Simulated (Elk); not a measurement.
## Fe3Ge: which magnetic order is lowest

Does Fe3Ge prefer parallel or opposed moments, or none?

Method: LDA (Perdew-Wang); all-electron APW+lo, Dirac cores, scalar-relativistic bands, in Elk 11.2.3 (patched build).

## 1. The structure

It takes space group Pm-3m (No. 221, cubic). The conventional cell has a = 3.661 Å, b = 3.661 Å, c = 3.661 Å, α = 90.00°, β = 90.00°, γ = 90.00°. Nearest to Fe lie 4 Ge at 2.59 Å and 8 Fe at 2.59 Å. Nearest to Ge lie 12 Fe at 2.59 Å. Farther neighbours are not listed.

The cell comes from a database of computed structures and need not be the stable phase.

## 2. Run 1 (ferro +++)

The parallel start comes first: it fits the smallest cell, keeps the most symmetry and shows whether parallel moments form.

The last three numbers of an atom's line are a seed field in its sphere. It points against the wanted moment and shrinks by the factor reducebf each loop.

elk.in reads:

```
tasks
  0
  33
  73

xctype
  3

rgkmax
  7.0

nempty
  8

swidth
  0.005

reducebf
  0.5

epsengy
  1e-05

maxscl
  100

lmaxi
  3

spinpol
  .true.

sppath
  './'

avec
  6.91734346185 0.00000000000 0.00000000000
  0.00000000000 6.91734346185 0.00000000000
  0.00000000000 0.00000000000 6.91734346185

atoms
  2
  'Fe.in'
  3
  0.0000000000 0.5000000000 0.5000000000   0.000000 0.000000 -0.210000
  0.5000000000 0.5000000000 0.0000000000   0.000000 0.000000 -0.210000
  0.5000000000 0.0000000000 0.5000000000   0.000000 0.000000 -0.210000
  'Ge.in'
  1
  0.0000000000 0.0000000000 0.0000000000   0.000000 0.000000 0.000000

ngridk
  8 8 8

plot3d
  0 0 0
  1 0 0
  0 1 0
  0 0 1
  19 19 19
```

Started as:

```console
$ OMP_NUM_THREADS=4 elk
```

Numbers of over 12 decimals in the logs are rounded to 6 here.

The log of the run:

```text
Warning(init1): few empty states an atom for a second variation :    8.000000000
 they are its basis, with spin, DFT+U, afieldc (12 by default), in Hartree-Fock and RDMFT; 30 and more for pressures
Warning(gndstate): core states of species 2 leak from the muffin-tin :   0.3463428794E-03

--- INFO.OUT ---
┌─────────────────────────┐
│ Elk code version 11.2.3 │
└─────────────────────────┘

All units are atomic (Hartree, Bohr, etc.)

┌─────────────────────────────────────────────────┐
│ Ground-state run starting from atomic densities │
└─────────────────────────────────────────────────┘

Lattice vectors :
   6.917343462       0.000000000       0.000000000
   0.000000000       6.917343462       0.000000000
   0.000000000       0.000000000       6.917343462

Reciprocal lattice vectors :
  0.9083234542       0.000000000       0.000000000
   0.000000000      0.9083234542       0.000000000
   0.000000000       0.000000000      0.9083234542

Unit cell volume      :    330.9923983
Brillouin zone volume :   0.7494136261

Muffin-tin inner radius fraction :   0.1000000000E-01

Nuclei treated as point charges

Species : 1 (Fe)
 parameters loaded from : Fe.in
 name : iron
 nuclear charge    :   -26.00000000
 electronic charge :    26.00000000
 atomic mass :    101799.2075
 muffin-tin radius :    2.400000000
 number of radial points in muffin-tin :    497
 inner part over the whole radius :   0.9741561398E-02
 number on inner part of muffin-tin    :    350
 approximate nuclear radius :   0.7160107270E-04
 number of mesh points to nuclear radius :    166
 atomic positions (lattice), magnetic fields (Cartesian) :
  1 :   0.00000000  0.50000000  0.50000000    0.00000000  0.00000000 -0.21000000
  2 :   0.50000000  0.50000000  0.00000000    0.00000000  0.00000000 -0.21000000
  3 :   0.50000000  0.00000000  0.50000000    0.00000000  0.00000000 -0.21000000

Species : 2 (Ge)
 parameters loaded from : Ge.in
 name : germanium
 nuclear charge    :   -32.00000000
 electronic charge :    32.00000000
 atomic mass :    132414.6196
 muffin-tin radius :    2.400000000
 number of radial points in muffin-tin :    497
 inner part over the whole radius :   0.9750779914E-02
 number on inner part of muffin-tin    :    351
 approximate nuclear radius :   0.7637961215E-04
 number of mesh points to nuclear radius :    170
 atomic positions (lattice), magnetic fields (Cartesian) :
  1 :   0.00000000  0.00000000  0.00000000    0.00000000  0.00000000  0.00000000

Total number of atoms per unit cell :    4
Total muffin-tin volume :    231.6233432
 ratio of muffin-tin to unit cell volume :   0.6997844794

Spin treatment :
 spin-polarised
 global magnetic field (Cartesian) :    0.000000000       0.000000000       0.000000000
 collinear magnetisation in z-direction

Number of Bravais lattice symmetries :   48
Number of crystal symmetries         :   48
Crystal has inversion symmetry
Real symmetric eigensolver will be used

k-point grid :      8     8     8
k-point offset :    0.000000000       0.000000000       0.000000000
k-point set is reduced with full crystal symmetry group
Total number of k-points :       35

Muffin-tin radius times maximum |G+k| :    7.000000000
 using average radius
Maximum |G+k| for APW functions       :    2.916666667
Maximum (1/2)|G+k|²                   :    4.253472222
Maximum |G| for potential and density :    12.00000000
Constant for pseudocharge density :    7
 order of it for each species :   14  14
 order of it for pair densities of each species (exact exchange by exxq0 0: 14) :   10  10
Radial integration step length :    1

G-vector grid sizes :     27    27    27
Number of G-vectors :     9771

Maximum angular momentum used for
 APW functions            :    8
 outer part of muffin-tin :    6
 inner part of muffin-tin :    3

Total nuclear charge    :   -110.0000000
Total core charge       :    48.00000000
Total valence charge    :    62.00000000
Total excess charge     :    0.000000000
Total electronic charge :    110.0000000

Effective Wigner radius, rₛ :   0.8955961991

Number of empty states         :     32
Total number of valence states :    128
Total number of core states    :     48

Third-order local-orbitals added for an l without core states : T
Total number of local-orbitals :     89

Exchange-correlation functional :      3     0     0
 Perdew-Wang/Ceperley-Alder, Phys. Rev. B 45, 13244 (1992)
 gradient requirement :    0
 local density approximation (LDA)

Smearing type :    3
 Fermi-Dirac
Smearing width :   0.5000000000E-02
Effective electronic temperature (K) :    1578.875124

Mixing type :    3
 Broyden mixing, J. Phys. A: Math. Gen. 17, L317 (1984)

Kohn-Sham potential initialised from atomic data

┌──────────────────────────────┐
│ Self-consistent loop started │
└──────────────────────────────┘

┌─────────────────┐
│ Loop number : 1 │
└─────────────────┘

Energies :
 Fermi                       :     0.204166
 sum of occupied eigenvalues :     -3417.1608031830
 electron kinetic            :      5996.7576976054
 core electron kinetic       :      5419.8624080556
 Coulomb                     :     -11667.372315169
 Coulomb potential           :     -9093.0562017256
 nuclear-nuclear             :     -1006.8956959568
 electron-nuclear            :     -12265.469220346
 Hartree                     :      1604.9926011339
 Madelung                    :     -7120.8442143058
 xc potential                :     -320.50946581857
 xc effective B-field        :    -0.302715
 external B-field            :      0.000000
 exchange                    :     -228.19168088851
 correlation                 :     -9.549761
 electron entropic           :    -0.76367820786972E-02
 total energy                :     -5908.3636965447
 (external B-field energy excluded from total)

Density of states at Fermi energy :    89.60002032
 (states/Hartree/unit cell)

Estimated indirect band gap :   0.1293405644E-02
 from k-point 14 to k-point 14
Estimated direct band gap   :   0.1293405644E-02
 at k-point 14

Charges :
 core                        :    48.00000000
 valence                     :    62.00000000
 interstitial                :    3.680073110
 muffin-tins (core leakage)
  species : 1 (Fe)
   atom 1                    :    25.26466719     ( -0.3613843290E-05)
   atom 2                    :    25.26466719     ( -0.3613843290E-05)
   atom 3                    :    25.26466719     ( -0.3613843290E-05)
  species : 2 (Ge)
   atom 1                    :    30.52592532     (  0.3757232454E-03)
 total in muffin-tins        :    106.3199269
 total calculated charge     :    109.9985616
 total charge                :    110.0000000
 error                       :   0.1438446615E-02

Moments :
 interstitial                :  -0.5938843343E-01
 muffin-tins
  species : 1 (Fe)
   atom 1                    :    2.315403338
   atom 2                    :    2.315403338
   atom 3                    :    2.315403338
  species : 2 (Ge)
   atom 1                    :  -0.1210466764
 total in muffin-tins        :    6.825163338
 total moment                :    6.765774904

┌─────────────────┐
│ Loop number : 2 │
└─────────────────┘

Energies :
 Fermi                       :     0.205360
 sum of occupied eigenvalues :     -3417.1031203840
 electron kinetic            :      5995.9108280965
 core electron kinetic       :      5419.6234308124
 Coulomb                     :     -11667.421406640
 Coulomb potential           :     -9093.0751674765
 nuclear-nuclear             :     -1006.8956959568
 electron-nuclear            :     -12265.544581005
 Hartree                     :      1605.0188703214
 Madelung                    :     -7120.8838229019
 xc potential                :     -319.60697151111
 xc effective B-field        :    -0.302667
 external B-field            :      0.000000
 exchange                    :     -228.19236822716
 correlation                 :     -9.549733
 electron entropic           :    -0.76372569881515E-02
 total energy                :     -5909.2603169123
 (external B-field energy excluded from total)

Density of states at Fermi energy :    89.58747387
 (states/Hartree/unit cell)

Estimated indirect band gap :   0.1243871654E-02
 from k-point 14 to k-point 14
Estimated direct band gap   :   0.1243871654E-02
 at k-point 14

Charges :
 core                        :    48.00000000
 valence                     :    62.00000000
 interstitial                :    3.680962276
 muffin-tins (core leakage)
  species : 1 (Fe)
   atom 1                    :    25.26247014     ( -0.3613843200E-05)
   atom 2                    :    25.26247014     ( -0.3613843200E-05)
   atom 3                    :    25.26247014     ( -0.3613843200E-05)
  species : 2 (Ge)
   atom 1                    :    30.53162731     (  0.3750465167E-03)
 total in muffin-tins        :    106.3190377
 total calculated charge     :    109.9985625
 total charge                :    110.0000000
 error                       :   0.1437523026E-02

Moments :
 interstitial                :  -0.5913502056E-01
 muffin-tins
  species : 1 (Fe)
   atom 1                    :    2.315241874
   atom 2                    :    2.315241874
   atom 3                    :    2.315241874
  species : 2 (Ge)
   atom 1                    :  -0.1210915191
 total in muffin-tins        :    6.824634102
 total moment                :    6.765499082

RMS change in Kohn-Sham potential (target) :   0.4798787360     (  0.1000000000E-05)
Absolute change in total energy (target)   :   0.8966203676     (  0.1000000000E-04)

[... loops 3 to 18 left out ...]

┌──────────────────┐
│ Loop number : 19 │
└──────────────────┘

Energies :
 Fermi                       :     0.322207
 sum of occupied eigenvalues :     -3407.3582862095
 electron kinetic            :      6000.7626526665
 core electron kinetic       :      5420.8915239184
 Coulomb                     :     -11670.807032692
 Coulomb potential           :     -9093.1789590193
 nuclear-nuclear             :     -1006.8956959568
 electron-nuclear            :     -12272.095811906
 Hartree                     :      1608.1844751708
 Madelung                    :     -7124.2175531822
 xc potential                :     -314.69094806113
 xc effective B-field        :    -0.251032
 external B-field            :      0.000000
 exchange                    :     -228.32503349528
 correlation                 :     -9.556644
 electron entropic           :    -0.88755691894237E-02
 total energy                :     -5907.9349332691
 (external B-field energy excluded from total)

Density of states at Fermi energy :    103.0310640
 (states/Hartree/unit cell)

Estimated indirect band gap :   0.5204983051E-03
 from k-point 27 to k-point 22
Estimated direct band gap   :   0.5316857676E-02
 at k-point 15

Charges :
 core                        :    48.00000000
 valence                     :    62.00000000
 interstitial                :    3.665036310
 muffin-tins (core leakage)
  species : 1 (Fe)
   atom 1                    :    25.19249477     ( -0.3613843369E-05)
   atom 2                    :    25.19249477     ( -0.3613843369E-05)
   atom 3                    :    25.19249477     ( -0.3613843369E-05)
  species : 2 (Ge)
   atom 1                    :    30.75747939     (  0.3463428764E-03)
 total in muffin-tins        :    106.3349637
 total calculated charge     :    109.9986081
 total charge                :    110.0000000
 error                       :   0.1391863085E-02

Moments :
 interstitial                :  -0.2757157333E-01
 muffin-tins
  species : 1 (Fe)
   atom 1                    :    2.109172014
   atom 2                    :    2.109172014
   atom 3                    :    2.109172014
  species : 2 (Ge)
   atom 1                    :  -0.1130806518
 total in muffin-tins        :    6.214435392
 total moment                :    6.186863818

RMS change in Kohn-Sham potential (target) :   0.6121645176E-07 (  0.1000000000E-05)
Absolute change in total energy (target)   :   0.5898696145E-05 (  0.1000000000E-04)

Convergence targets achieved

┌──────────────────┐
│ Loop number : 20 │
└──────────────────┘

Energies :
 Fermi                       :     0.322207
 sum of occupied eigenvalues :     -3407.3582845588
 electron kinetic            :      6000.7626517714
 core electron kinetic       :      5420.8915243266
 Coulomb                     :     -11670.807030567
 Coulomb potential           :     -9093.1789587524
 nuclear-nuclear             :     -1006.8956959568
 electron-nuclear            :     -12272.095807874
 Hartree                     :      1608.1844732633
 Madelung                    :     -7124.2175511911
 xc potential                :     -314.69094577407
 xc effective B-field        :    -0.251032
 external B-field            :      0.000000
 exchange                    :     -228.32503346885
 correlation                 :     -9.556644
 electron entropic           :    -0.88755633136370E-02
 total energy                :     -5907.9349319909
 (external B-field energy excluded from total)

Density of states at Fermi energy :    103.0309860
 (states/Hartree/unit cell)

Estimated indirect band gap :   0.5204893811E-03
 from k-point 27 to k-point 22
Estimated direct band gap   :   0.5316853897E-02
 at k-point 15

Charges :
 core                        :    48.00000000
 valence                     :    62.00000000
 interstitial                :    3.665036345
 muffin-tins (core leakage)
  species : 1 (Fe)
   atom 1                    :    25.19249473     ( -0.3613843347E-05)
   atom 2                    :    25.19249473     ( -0.3613843347E-05)
   atom 3                    :    25.19249473     ( -0.3613843347E-05)
  species : 2 (Ge)
   atom 1                    :    30.75747947     (  0.3463428794E-03)
 total in muffin-tins        :    106.3349637
 total calculated charge     :    109.9986081
 total charge                :    110.0000000
 error                       :   0.1391863116E-02

Moments :
 interstitial                :  -0.2757208291E-01
 muffin-tins
  species : 1 (Fe)
   atom 1                    :    2.109172624
   atom 2                    :    2.109172624
   atom 3                    :    2.109172624
  species : 2 (Ge)
   atom 1                    :  -0.1130806704
 total in muffin-tins        :    6.214437201
 total moment                :    6.186865118

┌──────────────────────────────┐
│ Self-consistent loop stopped │
└──────────────────────────────┘

Warning : core states of species 2 leak from the muffin-tin :   0.3463428794E-03

Wrote STATE.OUT
```

Elapsed: 64 s, on 4 threads of Arm Neoverse V2, shared host; peak memory 0.26 GiB; 4.1 min of CPU time.

Spin moment in the muffin-tin sphere by atom:

```csv
atom,spin moment in the muffin-tin sphere (μB)
Fe1,2.11
Fe2,2.11
Fe3,2.11
Ge4,-0.11
```

Numbers from this step:

```
density of states at the Fermi level : 3.786 states/eV/cell
moment between the spheres           : -0.02757 μB
magnetization                        : 6.187 μB
final state                          : ferromagnetic
```

After 20 cycles the largest moment stands at 2.11 μB.

(Continued in part 2 of 2.)

[Logs and program files are shortened in this print: banners, set-up blocks, solver, clock and traceback lines can be left out without a mark of their own.]

[Logs are printed without paths, hosts, clocks, repeated set-up lines and the standing remarks that a program may print on its own settings, such as how far it seeks lower states.]

[Hosts, paths, dates, database ids (printed as entryN), source tags and the programs' standing remarks are cut or masked in the printed files.]

[Where a cell is said to come from a database of computed structures, the database is the Materials Project.]
